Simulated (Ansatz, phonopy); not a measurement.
# How KBr (Fm-3m) expands on warming, part 3 of 3

Wanted: α(T), C_P(T) and B(T) of KBr in the quasi-harmonic approximation.

What experiment has found for this phase:
- volume expansion coefficient 116.1 1e-6/K and heat capacity C_P per formula unit 52.3 J/mol/K near room temperature (given in “High-Throughput Prediction of Finite-Temperature Properties using the Quasi-Harmonic Approximation”, 2016, arXiv:1603.06924)
- volume expansion coefficient 117.6 1e-6/K near room temperature (given in “Descriptors for thermal expansion in solids”, 2017, arXiv:1701.03966)

Ansatz 0.2.0; DFT PBE, scalar-relativistic, plane waves, PAW (the session's first sound run).

So far. Step 4 (Tight relaxation): The residual pressure is 9.2e-6 GPa, small enough for phonons. Step 5 (A new level, relaxed again): The residual pressure is 0.0056 GPa, small enough for phonons.

In doubt: the dispersion correction can have small steps in the geometry for these elements (step 6), which bears on fits and elastic values.

## (6) Phonons on strained cells (continued)

Level of this step: DFT PBE+D3(BJ), scalar-relativistic, plane waves, PAW (Ansatz).

Quasi-harmonic; a, b, c are the run's own cell vectors. Expansion, by row:

| T (K) | a (Å) | b (Å) | c (Å) | alpha (deg) | beta (deg) | gamma (deg) | cell volume (Å³/cell) | alpha_a (1e-6/K) | alpha_b (1e-6/K) | alpha_c (1e-6/K) | alpha_V (1e-6/K) | C_P (J/mol-atom/K) | C_V (J/mol-atom/K) | S (J/mol-atom/K) | B_T (GPa) | B_S (GPa) | Grueneisen | extrapolation | fit error (1e-6/K) |
| --- | --- | --- | --- | --- | --- | --- | --- | --- | --- | --- | --- | --- | --- | --- | --- | --- | --- | --- | --- |
| 0 | 4.655 | 4.655 | 4.655 | 60 | 60 | 60 | 71.31 | 0 | 0 | 0 | 0 | 0 | 0 | 0 | 15.63 | 15.63 | - | 0 | 0 |
| 25 | 4.655 | 4.655 | 4.655 | 60 | 60 | 60 | 71.32 | 5.03 | 5.03 | 5.03 | 15.08 | 5.785 | 5.783 | 2.443 | 15.61 | 15.61 | 0.874 | 0 | 0 |
| 50 | 4.656 | 4.656 | 4.656 | 60 | 60 | 60 | 71.38 | 18.8 | 18.8 | 18.8 | 56.41 | 14.76 | 14.71 | 9.454 | 15.48 | 15.53 | 1.276 | 0 | 0.01 |
| 75 | 4.659 | 4.659 | 4.659 | 60 | 60 | 60 | 71.51 | 27.05 | 27.05 | 27.05 | 81.15 | 19.44 | 19.28 | 16.44 | 15.28 | 15.41 | 1.385 | 0 | 0.01 |
| 100 | 4.662 | 4.662 | 4.662 | 60 | 60 | 60 | 71.67 | 31.46 | 31.46 | 31.46 | 94.39 | 21.77 | 21.48 | 22.39 | 15.07 | 15.27 | 1.429 | 0 | 0.02 |
| 125 | 4.666 | 4.666 | 4.666 | 60 | 60 | 60 | 71.85 | 34.14 | 34.14 | 34.14 | 102.4 | 23.07 | 22.64 | 27.4 | 14.84 | 15.12 | 1.452 | 0 | 0.02 |
| 150 | 4.67 | 4.67 | 4.67 | 60 | 60 | 60 | 72.03 | 36 | 36 | 36 | 108 | 23.88 | 23.32 | 31.68 | 14.61 | 14.96 | 1.468 | 0 | 0.03 |
| 175 | 4.675 | 4.675 | 4.675 | 60 | 60 | 60 | 72.23 | 37.45 | 37.45 | 37.45 | 112.3 | 24.44 | 23.75 | 35.4 | 14.38 | 14.8 | 1.48 | 0 | 0.03 |
| 200 | 4.679 | 4.679 | 4.679 | 60 | 60 | 60 | 72.44 | 38.68 | 38.68 | 38.68 | 116 | 24.86 | 24.02 | 38.69 | 14.14 | 14.63 | 1.49 | 0 | 0.03 |
| 225 | 4.684 | 4.684 | 4.684 | 60 | 60 | 60 | 72.65 | 39.79 | 39.79 | 39.79 | 119.4 | 25.2 | 24.22 | 41.64 | 13.9 | 14.46 | 1.499 | 0 | 0.03 |
| 250 | 4.688 | 4.688 | 4.688 | 60 | 60 | 60 | 72.87 | 40.85 | 40.85 | 40.85 | 122.5 | 25.49 | 24.36 | 44.31 | 13.66 | 14.29 | 1.508 | 0 | 0.04 |
| 275 | 4.693 | 4.693 | 4.693 | 60 | 60 | 60 | 73.1 | 41.89 | 41.89 | 41.89 | 125.7 | 25.75 | 24.46 | 46.75 | 13.42 | 14.12 | 1.517 | 0 | 0.04 |
| 298.1 | 4.698 | 4.698 | 4.698 | 60 | 60 | 60 | 73.32 | 42.84 | 42.84 | 42.84 | 128.5 | 25.97 | 24.54 | 48.84 | 13.19 | 13.96 | 1.525 | 0 | 0.05 |
| 300 | 4.698 | 4.698 | 4.698 | 60 | 60 | 60 | 73.33 | 42.92 | 42.92 | 42.92 | 128.8 | 25.99 | 24.54 | 49 | 13.17 | 13.94 | 1.525 | 0 | 0.05 |
| 325 | 4.703 | 4.703 | 4.703 | 60 | 60 | 60 | 73.57 | 43.98 | 43.98 | 43.98 | 131.9 | 26.22 | 24.61 | 51.09 | 12.91 | 13.76 | 1.534 | 0 | 0.05 |
| 350 | 4.709 | 4.709 | 4.709 | 60 | 60 | 60 | 73.82 | 45.06 | 45.06 | 45.06 | 135.2 | 26.45 | 24.66 | 53.05 | 12.66 | 13.58 | 1.543 | 0 | 0.06 |
| 375 | 4.714 | 4.714 | 4.714 | 60 | 60 | 60 | 74.07 | 46.19 | 46.19 | 46.19 | 138.6 | 26.69 | 24.7 | 54.88 | 12.4 | 13.4 | 1.552 | 0 | 0.06 |
| 400 | 4.72 | 4.72 | 4.72 | 60 | 60 | 60 | 74.33 | 47.38 | 47.38 | 47.38 | 142.1 | 26.92 | 24.73 | 56.61 | 12.13 | 13.21 | 1.561 | 0 | 0.06 |
| 425 | 4.725 | 4.725 | 4.725 | 60 | 60 | 60 | 74.6 | 48.62 | 48.62 | 48.62 | 145.9 | 27.16 | 24.75 | 58.25 | 11.86 | 13.02 | 1.57 | 0 | 0.06 |
| 450 | 4.731 | 4.731 | 4.731 | 60 | 60 | 60 | 74.88 | 49.95 | 49.95 | 49.95 | 149.8 | 27.42 | 24.78 | 59.81 | 11.59 | 12.82 | 1.58 | 0 | 0.05 |
| 475 | 4.737 | 4.737 | 4.737 | 60 | 60 | 60 | 75.16 | 51.36 | 51.36 | 51.36 | 154.1 | 27.68 | 24.8 | 61.3 | 11.31 | 12.62 | 1.59 | 0 | 0.05 |
| 500 | 4.743 | 4.743 | 4.743 | 60 | 60 | 60 | 75.46 | 52.88 | 52.88 | 52.88 | 158.6 | 27.96 | 24.81 | 62.72 | 11.02 | 12.42 | 1.601 | 0 | 0.08 |

Table of expansion coefficient by temperature; values in 1e-6/K:

| temperature (K) | volume | principal 1 |
| --- | --- | --- |
| 0 | 0 | 0 |
| 25 | 15.1 | 5.03 |
| 50 | 56.4 | 18.8 |
| 75 | 81.2 | 27.1 |
| 100 | 94.4 | 31.5 |
| 125 | 102 | 34.1 |
| 150 | 108 | 36 |
| 175 | 112 | 37.5 |
| 200 | 116 | 38.7 |
| 225 | 119 | 39.8 |
| 250 | 123 | 40.9 |
| 275 | 126 | 41.9 |
| 298 | 129 | 42.8 |
| 300 | 129 | 42.9 |
| 325 | 132 | 44.0 |
| 350 | 135 | 45.1 |
| 375 | 139 | 46.2 |
| 400 | 142 | 47.4 |
| 425 | 146 | 48.6 |
| 450 | 150 | 50.0 |
| 475 | 154 | 51.4 |
| 500 | 159 | 52.9 |

At 298 K the volume expansion is 129 × 10⁻⁶/K and B_T is 13.2 GPa. The program raised the cutoff to 487.2 eV by itself: with no cutoff typed, the study takes about 1.16 times the default for its relaxations and scales it with the volume for the phonons.

## (7) Free-energy fit

This step: DFT PBE+D3(BJ), scalar-relativistic, plane waves, PAW (phonopy 4.10.0).

Numbers from this step:

- volume expansion coefficient at 300 K: 128.8 1e-6/K
- isothermal bulk modulus at 300 K: 13.16 GPa
- C_P at 300 K: 26.02 J/mol-atom/K
- Grüneisen parameter at 300 K: 1.525

Table of energy (each curve on its own zero) by volume; values in meV/atom:

| volume (Å³/atom) | static | F at 0 K | F at 300 K | F at 500 K |
| --- | --- | --- | --- | --- |
| 35.38 | 0 | 1.13 | 4.89 | 8.05 |
| 35.91 | 0.4 | 1.11 | 3.56 | 5.6 |
| 36.56 | 1.87 | 2.08 | 2.91 | 3.59 |
| 37.16 | 4.13 | 3.89 | 3.17 | 2.55 |
| 37.78 | 7.21 | 6.53 | 4.2 | 2.25 |
| 38.40 | 11.1 | 9.96 | 5.97 | 2.65 |

Phonopy-qha, vinet fit of F(V) at each temperature. Qha vinet, by row:

| T (K) | fitted volume (Å³/atom) | alpha_V (1e-6/K) | B_T (GPa) | C_P (J/mol-atom/K) | Grueneisen |
| --- | --- | --- | --- | --- | --- |
| 75 | 35.75 | 79.36 | 15.27 | 19.43 | 1.353 |
| 100 | 35.83 | 93.62 | 15.05 | 21.84 | 1.416 |
| 125 | 35.92 | 102.1 | 14.83 | 23.15 | 1.446 |
| 150 | 36.02 | 107.8 | 14.6 | 23.95 | 1.465 |
| 175 | 36.12 | 112.3 | 14.37 | 24.5 | 1.478 |
| 200 | 36.22 | 116 | 14.14 | 24.91 | 1.489 |
| 225 | 36.33 | 119.4 | 13.9 | 25.24 | 1.499 |
| 250 | 36.44 | 122.6 | 13.66 | 25.52 | 1.508 |
| 275 | 36.55 | 125.7 | 13.41 | 25.78 | 1.517 |
| 300 | 36.67 | 128.8 | 13.16 | 26.02 | 1.525 |
| 325 | 36.79 | 132 | 12.91 | 26.25 | 1.534 |
| 350 | 36.91 | 135.3 | 12.65 | 26.48 | 1.543 |
| 375 | 37.04 | 138.7 | 12.39 | 26.7 | 1.552 |
| 400 | 37.17 | 142.2 | 12.13 | 26.94 | 1.562 |
| 425 | 37.3 | 146 | 11.86 | 27.18 | 1.571 |
| 450 | 37.44 | 149.9 | 11.59 | 27.43 | 1.581 |
| 475 | 37.58 | 154.1 | 11.32 | 27.69 | 1.591 |

Table of volume expansion coefficient by temperature; values in 1e-6/K:

| temperature (K) | phonopy-qha, Vinet | Ansatz's own study |
| --- | --- | --- |
| 75 | 79.4 | 81.2 |
| 100 | 93.6 | 94.4 |
| 125 | 102 | 102 |
| 150 | 108 | 108 |
| 175 | 112 | 112 |
| 200 | 116 | 116 |
| 225 | 119 | 119 |
| 250 | 123 | 123 |
| 275 | 126 | 126 |
| 300 | 129 | 129 |
| 325 | 132 | 132 |
| 350 | 135 | 135 |
| 375 | 139 | 139 |
| 400 | 142 | 142 |
| 425 | 146 | 146 |
| 450 | 150 | 150 |
| 475 | 154 | 154 |

The fit gives a volume expansion of 129 × 10⁻⁶/K at 300 K, against 129 at 298 K from the study itself, whose static fit uses more cells.

## (8) What came out

```json
{"settings of these figures": "PBE+D3(BJ), 487.2 eV, k 8×8×8, q 4×4×4", "volume expansion coefficient at 298 K": "128.5 1e-6/K", "C_P at 298 K": "25.97 J/mol-atom/K", "entropy at 298 K": "48.84 J/mol-atom/K", "isothermal bulk modulus at 298 K": "13.19 GPa", "Grüneisen parameter at 298 K": "1.525", "volume at 298 K": "36.66 Å³/atom", "principal linear expansion coefficients at 298 K": "42.84, 42.84, 42.84 1e-6/K"}
```

**Reading.** Near room temperature KBr expands by 129 × 10⁻⁶/K in volume by PBE+D3(BJ), with C_P = 26.0 J/(mol K) per mole of atoms and B_T = 13.2 GPa. C_P at room temperature is 104 % of the classical 3R an atom; C_V is 98 %, and the rest is expansion work. A measured volume expansion coefficient near room temperature is 116.1 1e-6/K (arXiv:1603.06924); the calculated 129 1e-6/K differs by +11 %. A measured heat capacity per formula unit near room temperature is 52.3 J/mol/K (arXiv:1603.06924); the calculated 51.9 J/mol/K differs by -1 %. The dispersion term is taken with its C6 weights frozen at the crystal at rest, in the force constants and, in the expansion study, in the energies too.

[Logs are printed without paths, hosts, clocks, repeated set-up lines and the standing remarks that a program may print on its own settings, such as how far it seeks lower states.]

[Hosts, paths, dates, database ids (printed as entryN), source tags and the programs' standing remarks are cut or masked in the printed files.]

[A step with changed settings may run another functional than the one named; its input shows which.]
